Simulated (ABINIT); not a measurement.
An input for ABINIT 10.8.3 (BaH2 (P6_3/mmc)):

```
acell 3*1.0 Angstrom
rprim 
  4.462025052349 0.000000000014 0.000000000000
  -2.231012526186 3.864227047650 0.000000000000
  0.000000000000 0.000000000000 6.055292590000
ntypat 2
znucl 56 1
natom 6
typat 1 1 2 2 2 2
xred 
  0.666666666667 0.333333333333 0.750000000000
  0.333333333333 0.666666666667 0.250000000000
  0.333333333333 0.666666666667 0.750000000000
  0.666666666667 0.333333333333 0.250000000000
  -0.000000000000 -0.000000000000 0.500000000000
  -0.000000000000 -0.000000000000 0.000000000000
pp_dirpath "pseudos"
pseudos "Ba.upf, H.upf"
ecut 32
ngkpt 6 6 4
nshiftk 1
shiftk 0 0 0
kptopt 1
chksymbreak 0
nband 19
occopt 1
tolvrs 1e-10
nstep 60
prtwf 0
optforces 0
optstress 0
indata_prefix "in"
outdata_prefix "out"
tmpdata_prefix "tmp"
```

```sh
OMP_NUM_THREADS=1 mpirun -n 8 abinit run.abi > log
```

Estimate wall time and host memory on 8 MPI ranks of Arm Neoverse N1, shared host.

It took 26 s; on shared hardware allow 13 s to 52 s. Peak host memory was 0.69 GiB.

[Paths, hosts, dates, memory and timing lines, banners, echoed tables and standing remarks are left out of the program output.]

[Logs are printed without paths, hosts, clocks, repeated set-up lines and the standing remarks that a program may print on its own settings, such as how far it seeks lower states.]

[Runs of the session that timed out or met a known fault of the program may be left out.]

[Hosts, paths, dates, database ids (printed as entryN), source tags and the programs' standing remarks are cut or masked in the printed files.]

[G0W0 gaps are taken among the corrected bands and points alone; a level outside them can change the order at an edge.]

[Where Ansatz stands beside ABINIT at settings called matched, ABINIT's density can come from a denser mesh and the files from another edition; pairs whose starting gaps differed by over 0.03 eV were left out, so agreement reads better than it is.]
